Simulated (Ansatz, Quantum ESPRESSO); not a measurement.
# MgS (Niningerite): the LO frequency by hand

Wanted: the LO mode of MgS (Niningerite) from the TO mode and the field response.

Program: Quantum ESPRESSO 8.0 development, patched. Level of theory: DFT LDA, scalar-relativistic, plane waves, PseudoDojo norm-conserving pseudopotentials. Results are calculated unless marked as measured.

### 1. Set-up

The structure is cubic, space group Fm-3m (No. 225). The conventional cell has a = 5.132 Å, b = 5.132 Å, c = 5.132 Å, α = 90.00°, β = 90.00°, γ = 90.00°. Mg has 6 S at 2.57 Å nearest. Nearest to S lie 6 Mg at 2.57 Å. Farther neighbours and most contacts between anions are not listed.

This is the cell after its relaxation at this level of theory, not the database cell from which that began.

### 2. What the response run gave

A linear-response run on the relaxed cell, with the response to an electric field; only its zone-centre results are used. Cutoff 84 Ry, k mesh 8×8×8.

The program printed:

```text
[banners, grids, parts of the stress and lines that vanish by symmetry left out]
Program PHONON v.8.0dev
     Dynamical matrices for q-points given in input
     (   1q-points):
[...]
Exchange-correlation= PW
                           (   1   4   0   0   0   0   0)
[...]
kinetic-energy cut-off    =      84.0000  Ry
     charge density cut-off    =     336.0000  Ry
     convergence threshold     =      1.0E-18
[...]
Exchange-correlation= PW
                           (   1   4   0   0   0   0   0)
[...]
q = (   0.0000000   0.0000000   0.0000000 )
     49 Sym.Ops. (with q -> -q+G )
     G cutoff =  800.6090  (  23589 G-vectors)     FFT grid: ( 45, 45, 45)
     number of k points=    29
[...]
Mode symmetry, O_h (m-3m)  point group:
[...]
Dielectric constant
[...]
End of electric fields calculation
          Dielectric constant in cartesian axis
          (       5.644056698      -0.000000000      -0.000000000 )
          (      -0.000000000       5.644056698       0.000000000 )
          (      -0.000000000       0.000000000       5.644056698 )
          Effective charges (d Force / dE) in cartesian axis without acoustic sum rule applied (asr)
           atom    1  Mg    Mean Z*:        2.30222
      Ex  (        2.30222        0.00000        0.00000 )
      Ey  (        0.00000        2.30222        0.00000 )
      Ez  (        0.00000        0.00000        2.30222 )
           atom    2  S     Mean Z*:       -2.31391
      Ex  (       -2.31391       -0.00000        0.00000 )
      Ey  (       -0.00000       -2.31391        0.00000 )
      Ez  (        0.00000        0.00000       -2.31391 )
          Effective charges Sum: Mean:       -0.01169
[...]
Effective charges (d Force / dE) in cartesian axis with asr applied:
           atom    1  Mg    Mean Z*:        2.30806
[...]
atom    2  S     Mean Z*:       -2.30806
[...]
Dielectric constant from finite-differences
          (       5.644056042       0.000000000       0.000000000 )
          (       0.000000000       5.644056042      -0.000000000 )
          (       0.000000000      -0.000000000       5.644056042 )
[...]
(      -0.000000000       0.000000000       0.000000000 )
          (      -0.000000000      -0.000000000      -0.000000000 )
          (       0.000000000       0.000000000       0.000000000 )
          (      -0.000000000      -0.000000000       0.000000000 )
          (      -0.000000000       0.000000000       0.000000000 )
          (      -0.000000000      -0.000000000       0.000000000 )
          (       0.000000000       0.000000000       0.000000000 )
          (      -0.000000000      -0.000000000      -0.000000000 )
[...]
(      -0.000000000      -0.000000000       0.000000000 )
          (      -0.000000000       0.000000000      -0.000000000 )
          (       0.000000000      -0.000000000       0.000000000 )
          (       0.000000000      -0.000000000       0.000000000 )
          (       0.000000000      -0.000000000       0.000000000 )
[...]
Representation #   1 modes #   1   2   3
[...]
End of self-consistent calculation
     Convergence has been achieved
     Representation #   2 modes #   4   5   6
[...]
End of self-consistent calculation
     Convergence has been achieved
[...]
Dielectric constant in cartesian axis
          (       5.644056698      -0.000000000      -0.000000000 )
          (      -0.000000000       5.644056698       0.000000000 )
          (      -0.000000000       0.000000000       5.644056698 )
          Effective charges (d Force / dE) in cartesian axis without acoustic sum rule applied (asr)
           atom    1  Mg    Mean Z*:        2.30222
      Ex  (        2.30222        0.00000        0.00000 )
      Ey  (        0.00000        2.30222        0.00000 )
      Ez  (        0.00000        0.00000        2.30222 )
           atom    2  S     Mean Z*:       -2.31391
      Ex  (       -2.31391       -0.00000        0.00000 )
      Ey  (       -0.00000       -2.31391        0.00000 )
      Ez  (        0.00000        0.00000       -2.31391 )
          Effective charges Sum: Mean:       -0.01169
[...]
Effective charges (d Force / dE) in cartesian axis with asr applied:
           atom    1  Mg    Mean Z*:        2.30806
[...]
atom    2  S     Mean Z*:       -2.30806
[...]
q = (    0.000000000   0.000000000   0.000000000 )
[...]
freq (    1) =       0.100134 [THz] =       3.340112 [cm-1]
     freq (    2) =       0.100134 [THz] =       3.340112 [cm-1]
     freq (    3) =       0.100134 [THz] =       3.340112 [cm-1]
     freq (    4) =       7.529910 [THz] =     251.170748 [cm-1]
     freq (    5) =       7.529910 [THz] =     251.170748 [cm-1]
     freq (    6) =       7.529910 [THz] =     251.170748 [cm-1]
[...]
Mode symmetry, O_h (m-3m)  point group:
     freq (   1-   3) =          3.3  [cm-1]   --> T_1u G_15  G_4- I
     freq (   4-   6) =        251.2  [cm-1]   --> T_1u G_15  G_4- I

   JOB DONE.
```

| quantity | value |
| --- | --- |
| cell volume Ω (Å³) | 33.799 |
| mass of Mg (u) | 24.305 |
| mass of S (u) | 32.060 |
| Born charge of Mg, raw (e) | 2.302 |
| Born charge of S, raw (e) | -2.314 |
| ε∞ | 5.644 |
| ω(TO) after the sum rule (cm⁻¹) | 251.1 |

### 3. The calculation

The charges must sum to zero over the cell; taking off their mean, -0.006 e, leaves Z* = 2.308 e on Mg. In the polar mode Mg moves against S, so the reduced mass is μ = 24.30 × 32.06 / 56.37 = 13.825 u.

A longitudinal wave builds up a field that adds to the restoring force: ω(LO)² = ω(TO)² + 4π Z*² / (μ Ω ε∞), in Hartree atomic units. With μ = 25201 electron masses and Ω = 228.09 bohr³ the second term is 2.0635e-06 Ha², or 99395 cm⁻² (1 Ha = 219474.6 cm⁻¹).

So ω(LO) = √(63071 + 99395) = 403.1 cm⁻¹, and by the Lyddane-Sachs-Teller relation ε₀ = ε∞ (ω(LO)/ω(TO))² = 14.54.

### 4. Check against the program

The analysis program adds the same non-analytic term to the full matrix, here for q along (1 0 0).

The program printed:

```text
[banner, memory and clock lines left out]
Program DYNMAT v.8.0dev

     Reading Dynamical Matrix from file g.dyn
     ...Force constants read
     ...epsilon and Z* read
     ...Raman cross sections read

     Polarizability (A^3 units)
     multiply by 0.392462 for Clausius-Mossotti correction (not under assume_isolated = 'mt')
        12.490862   -0.000000   -0.000000
        -0.000000   12.490862    0.000000
        -0.000000    0.000000   12.490862

     IR activities are in (D/A)^2/amu units

# mode   [cm-1]    [THz]      IR
    1     -0.00   -0.0000    0.0000
    2     -0.00   -0.0000    0.0000
    3      0.00    0.0000    0.0000
    4    251.14    7.5290    8.8903
    5    251.14    7.5290    8.8903
    6    403.07   12.0838    8.8903
```

ε₀ comes from the program's run without a direction of q.

| quantity | by hand | program |
| --- | --- | --- |
| ω(LO) (cm⁻¹) | 403.1 | 403.1 |
| ε₀ | 14.54 | 14.54 |

### 5. Results

- TO mode: 251.1 cm⁻¹
- LO mode: 403.1 cm⁻¹
- static dielectric constant: 14.54

**Reading.** The LO mode of MgS (Niningerite) lies at 403 cm⁻¹, 152 cm⁻¹ above the TO mode; the formula meets the program within 0.1 cm⁻¹, as it must for a cubic crystal with one polar mode. ω(LO)² − ω(TO)² goes with Z*²/ε∞: an error of 5 % in ε∞ would move the LO mode by 5.9 cm⁻¹, and semilocal functionals tend to overestimate ε∞. These are harmonic values at zero temperature, at the volume of this functional, for the structure held cubic; stability elsewhere in the zone is no part of this calculation.

[Host names and launcher messages were left out of these logs when they were recorded.]

[Logs are printed without paths, hosts, clocks, repeated set-up lines and the standing remarks that a program may print on its own settings, such as how far it seeks lower states.]

[Hosts, paths, dates, database ids (printed as entryN), source tags and the programs' standing remarks are cut or masked in the printed files.]
